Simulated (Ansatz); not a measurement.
# Sn wire along [111], 38 atoms a period, H-terminated: bands by functional and under strain, part 3 of 3

Aim: is the Sn wire along [111], 38 atoms a period, H-terminated a metal or a semiconductor?

Ansatz 0.2.0; DFT PBE, plane waves, PAW; relaxation of a wire's period; PAW set soft_1 (the session's first sound run).

So far, band gap (eV): step 3 (the wire at its relaxed period, PBE) 1.13; step 4 (r2SCAN PBE, cutoff 500 eV, k-mesh 1×1×6) 1.43; step 5 (relaxing the atoms, period over the relaxed period 1.03, k-mesh …, PBE) 0.985.

### 6. At a strained period, period over the relaxed period 0.94

Level of this step: DFT PBE, plane waves, PAW; relaxation at a fixed period; PAW set soft_1 (Ansatz).

The period is set to 0.94 times the relaxed one and the atoms relax within it: strain changes bond lengths and angles, which shifts the bands against each other. Against the first PBE run of this kind, the mesh along the wire has 6 points against 7.

The cell differs from the one that the last finished run ended in (c 11.877 → 10.839 Å).

input.yaml

```yaml
crystal:
  lattice:
    - [19.062, 0.0, 0.0]
    - [0.0, 20.959, 0.0]
    - [0.0, 0.0, 10.8391847263]
  atoms:
    - { symbol: Sn, position: [0.256680768, 0.498786942, 0.001659406] }
    - { symbol: Sn, position: [0.379491462, 0.692269654, 0.001651858] }
    - { symbol: Sn, position: [0.5, 0.500001488, 0.999843737] }
    - { symbol: Sn, position: [0.620508538, 0.692269654, 0.001651858] }
    - { symbol: Sn, position: [0.256680768, 0.501213058, 0.248340594] }
    - { symbol: Sn, position: [0.379491462, 0.307730346, 0.248348142] }
    - { symbol: Sn, position: [0.377183617, 0.69105403, 0.248336032] }
    - { symbol: Sn, position: [0.5, 0.499998512, 0.250156263] }
    - { symbol: Sn, position: [0.620508538, 0.307730346, 0.248348142] }
    - { symbol: Sn, position: [0.622816383, 0.69105403, 0.248336032] }
    - { symbol: Sn, position: [0.743319232, 0.501213058, 0.248340594] }
    - { symbol: H, position: [0.181323083, 0.667324949, 0.283715369] }
    - { symbol: H, position: [0.5, 0.165320577, 0.283709196] }
    - { symbol: H, position: [0.818676917, 0.667324949, 0.283715369] }
    - { symbol: H, position: [0.181821649, 0.462049274, 0.297622195] }
    - { symbol: H, position: [0.304762866, 0.268366206, 0.297643454] }
    - { symbol: H, position: [0.37706143, 0.769593131, 0.297647988] }
    - { symbol: H, position: [0.62293857, 0.769593131, 0.297647988] }
    - { symbol: H, position: [0.695237134, 0.268366206, 0.297643454] }
    - { symbol: H, position: [0.818178351, 0.462049274, 0.297622195] }
    - { symbol: Sn, position: [0.255946971, 0.628155871, 0.334406886] }
    - { symbol: Sn, position: [0.377368128, 0.435599802, 0.333632703] }
    - { symbol: Sn, position: [0.5, 0.628789849, 0.333627413] }
    - { symbol: Sn, position: [0.5, 0.243677657, 0.334412152] }
    - { symbol: Sn, position: [0.622631872, 0.435599802, 0.333632703] }
    - { symbol: Sn, position: [0.744053029, 0.628155871, 0.334406886] }
    - { symbol: Sn, position: [0.256158648, 0.628044506, 0.580584692] }
    - { symbol: Sn, position: [0.377580298, 0.435716949, 0.582967183] }
    - { symbol: Sn, position: [0.5, 0.628565841, 0.58296375] }
    - { symbol: Sn, position: [0.5, 0.243913078, 0.580593539] }
    - { symbol: Sn, position: [0.622419702, 0.435716949, 0.582967183] }
    - { symbol: Sn, position: [0.743841352, 0.628044506, 0.580584692] }
    - { symbol: H, position: [0.180815345, 0.409067324, 0.618977449] }
    - { symbol: H, position: [0.253833689, 0.294057222, 0.618962406] }
    - { symbol: H, position: [0.426990202, 0.796867073, 0.618938116] }
    - { symbol: H, position: [0.573009798, 0.796867073, 0.618938116] }
    - { symbol: H, position: [0.746166311, 0.294057222, 0.618962406] }
    - { symbol: H, position: [0.819184655, 0.409067324, 0.618977449] }
    - { symbol: H, position: [0.180815345, 0.590932676, 0.631022551] }
    - { symbol: H, position: [0.253833689, 0.705942778, 0.631037594] }
    - { symbol: H, position: [0.426990202, 0.203132927, 0.631061884] }
    - { symbol: H, position: [0.573009798, 0.203132927, 0.631061884] }
    - { symbol: H, position: [0.746166311, 0.705942778, 0.631037594] }
    - { symbol: H, position: [0.819184655, 0.590932676, 0.631022551] }
    - { symbol: Sn, position: [0.256158648, 0.371955494, 0.669415308] }
    - { symbol: Sn, position: [0.377580298, 0.564283051, 0.667032817] }
    - { symbol: Sn, position: [0.5, 0.371434159, 0.66703625] }
    - { symbol: Sn, position: [0.5, 0.756086922, 0.669406461] }
    - { symbol: Sn, position: [0.622419702, 0.564283051, 0.667032817] }
    - { symbol: Sn, position: [0.743841352, 0.371955494, 0.669415308] }
    - { symbol: Sn, position: [0.255946971, 0.371844129, 0.915593114] }
    - { symbol: Sn, position: [0.377368128, 0.564400198, 0.916367297] }
    - { symbol: Sn, position: [0.5, 0.371210151, 0.916372587] }
    - { symbol: Sn, position: [0.5, 0.756322343, 0.915587848] }
    - { symbol: Sn, position: [0.622631872, 0.564400198, 0.916367297] }
    - { symbol: Sn, position: [0.744053029, 0.371844129, 0.915593114] }
    - { symbol: H, position: [0.181821649, 0.537950726, 0.952377805] }
    - { symbol: H, position: [0.304762866, 0.731633794, 0.952356546] }
    - { symbol: H, position: [0.37706143, 0.230406869, 0.952352012] }
    - { symbol: H, position: [0.62293857, 0.230406869, 0.952352012] }
    - { symbol: H, position: [0.695237134, 0.731633794, 0.952356546] }
    - { symbol: H, position: [0.818178351, 0.537950726, 0.952377805] }
    - { symbol: H, position: [0.181323083, 0.332675051, 0.966284631] }
    - { symbol: H, position: [0.5, 0.834679423, 0.966290804] }
    - { symbol: H, position: [0.818676917, 0.332675051, 0.966284631] }
    - { symbol: Sn, position: [0.377183617, 0.30894597, 0.001663968] }
    - { symbol: Sn, position: [0.622816383, 0.30894597, 0.001663968] }
    - { symbol: Sn, position: [0.743319232, 0.498786942, 0.001659406] }
kpoints:
  mp_grid: { grid: [1, 1, 6] }
  band_path: { path: ["Γ", Z], npoints: 90 }
scf:
  occupations: { method: fermi_dirac, width: 0.05 }
hamiltonian:
  xc: pbe
  pseudopotentials: { kind: paw, azcp: { folder: soft_1 } }
relax:
  max_steps: 40
  f_tol: 0.02
output:
  stress: true
```

The run is started by

```sh
> ansatz run input.yaml --threads 16 --pin off --max-ram 61440MiB --backend cuda --events-out ev --progress --plain --runs-dir out --max-vram 78GiB
```

Numbers of over 12 decimals in the logs are rounded to 6 here.

What it wrote:

```text
[...]
Crystal: 68 atoms, lattice volume = 4330.476 Å³
Basis set: ecut = 420 eV, 84653 PW (Γ), exchange–correlation on 256×288×150 points (8 copies of the dense FFT grid, shifted against one another)
Bands: 349, of which v1, the nominal top of the filled ones, is band 281 counted from 1 (280 counted from 0)
Symmetry: 4 space group operations
[...]
k-points: 4 of 6
[...]
- { symbol: Sn, position: [0.748071, 0.630264, 0.334818] }
[...]
- { symbol: Sn, position: [0.748071, 0.369736, 0.915182] }
[...]
- { symbol: H, position: [0.819177, 0.537990, 0.932515] }
    - { symbol: H, position: [0.179513, 0.331723, 0.979781] }
    - { symbol: H, position: [0.5, 0.836580, 0.979798] }
    - { symbol: H, position: [0.820487, 0.331723, 0.979781] }
    - { symbol: Sn, position: [0.374877, 0.306033, -0.00459755] }
    - { symbol: Sn, position: [0.625123, 0.306033, -0.00459755] }
    - { symbol: Sn, position: [0.747249, 0.498430, -0.00460335] }
[key lines of the parts left out:]
SCF converged after 8 iterations
```

Run time: 30 s. Hardware: 1 × NVIDIA GB200 with 16 threads of Arm Neoverse V2, shared host; peak memory 2.6 GiB.

Step by step:

| step | energy less that of the first step (eV) | largest force component (eV/Å) |
| --- | --- | --- |
| 1 | 0.0000 | 0.9218 |
| 2 | 0.3036 | 1.2465 |
| 3 | -1.0717 | 0.1905 |
| 4 | -1.3006 | 0.0542 |
| 5 | -1.3456 | 0.0168 |
| 6 | -1.3487 | 0.0111 |

Relaxation step 2 was tried and not accepted.

Forces are held to the 4 operations that the run works with; a distortion that breaks them can't arise in this run.

The atoms that moved most (Å):

| atom | dx | dy | dz | length |
| --- | --- | --- | --- | --- |
| H39 | -0.016 | 0.010 | 0.265 | 0.266 |
| H44 | 0.016 | 0.010 | 0.265 | 0.266 |
| H33 | -0.016 | -0.010 | -0.265 | 0.266 |
| H38 | 0.016 | -0.010 | -0.265 | 0.266 |
| H37 | 0.017 | -0.009 | -0.265 | 0.266 |
| H34 | -0.017 | -0.009 | -0.265 | 0.266 |
| H43 | 0.017 | 0.009 | 0.265 | 0.266 |
| H40 | -0.017 | 0.009 | 0.265 | 0.266 |

This step gave:

```yaml
band_gap: 1.306 eV
```

The gap is 1.31 eV, against 1.13 eV under PBE at the relaxed period.

### 7. Results

| Property | Result |
| --- | --- |
| cell length, PBE | 11.53 Å |
| gap, PBE | 1.13 eV |
| gap, r2SCAN | 1.43 eV |
| gap, period scaled by 1.03 | 0.985 eV |
| gap, period scaled by 0.94 | 1.31 eV |

Under PBE the cell's length is 11.53 Å, and a gap of 1.13 eV makes it a semiconductor. At the relaxed period the wire is gapped under every functional, from 1.13 eV (PBE) to 1.43 eV (r2SCAN). Weak screening in one dimension makes quasiparticle gaps larger than the semilocal gaps, as a rule. Strain matters: under PBE the gap goes from 1.13 eV to 1.31 eV at 0.94 times the period and 0.985 eV at 1.03 times the period.

[Logs are printed without paths, hosts, clocks, repeated set-up lines and the standing remarks that a program may print on its own settings, such as how far it seeks lower states.]

[Hosts, paths, dates, database ids (printed as entryN), source tags and the programs' standing remarks are cut or masked in the printed files.]
